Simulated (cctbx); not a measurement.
# Interatomic vectors of ZnCr2

Space group I4/mcm (no. 140), a = 5.7680 Å, b = 5.7680 Å, c = 4.6700 Å, α = 90.00°, β = 90.00°, γ = 90.00°, content Zn4 Cr8.

The data are simulated with cctbx, not measured: Mo Kα, λ = 0.71073 Å, to d = 0.6 Å, 80 % of the full sphere, strongest reflection 20000 counts, noise from counting, a 4 % proportional error and a noise floor of 2 counts (s.d.); no absorption.

Patterson synthesis, origin scaled to 1000:

```text
Patterson group I 4/m m m
      u       v       w   height  length (A)
  0.000   0.000   0.000   1000.0     0.00
  0.000   0.000   0.500    455.3     2.33
  0.158   0.342   0.250    315.2     2.47
  0.000   0.316   0.500    217.0     2.96
  0.184   0.184   0.500     86.7     2.78
  0.000   0.240   0.000    -48.9     1.38
```

Q: Assign the vectors.

A peak at u stands for all pairs with xi − xj = u, with weight Σ ZiZj against Σ Z² = 8208 at the origin. Peak heights follow these weights only roughly, since form factors, motion and series ripples differ, all vectors within 0.55 Å of a peak are counted as merged into it though the farther ones add only part of their weight, and F(000) is left out, which lowers the whole map:

| u | v | w | shortest length (Å) | height | 1000 ΣZiZj/ΣZ² | pairs in the cell |
| --- | --- | --- | --- | --- | --- | --- |
| 0.000 | 0.000 | 0.500 | 2.33 | 455 | 439 | 4 × Zn–Zn |
| 0.158 | 0.342 | 0.250 | 2.47 | 315 | 351 | 4 × Zn–Cr |
| 0.000 | 0.316 | 0.500 | 2.96 | 217 | 281 | 4 × Cr–Cr |
| 0.184 | 0.184 | 0.500 | 2.58 | 87 | 140 | 2 × Cr–Cr |

The table stops at ten peaks or at a height of 45, below which ripples compete. In the model behind the data Zn, the heaviest element, has 1 independent site: (0, 0, 1/4), up to an allowed shift of origin; the Zn–Zn vectors are differences of these positions and their symmetry mates. The whole model:

| atom | mult. | x | y | z | Ueq (Å²) |
| --- | --- | --- | --- | --- | --- |
| Zn1 | 4 | 0 | 0 | 1/4 | 0.0272 |
| Cr1 | 8 | 0.1585 | 0.3415 | 0 | 0.0275 |

The model is made up (kin elements in a known structure type, no relaxation), so it says nothing on whether the phase exists.

[Logs are printed without paths, hosts, clocks, repeated set-up lines and the standing remarks that a program may print on its own settings, such as how far it seeks lower states.]
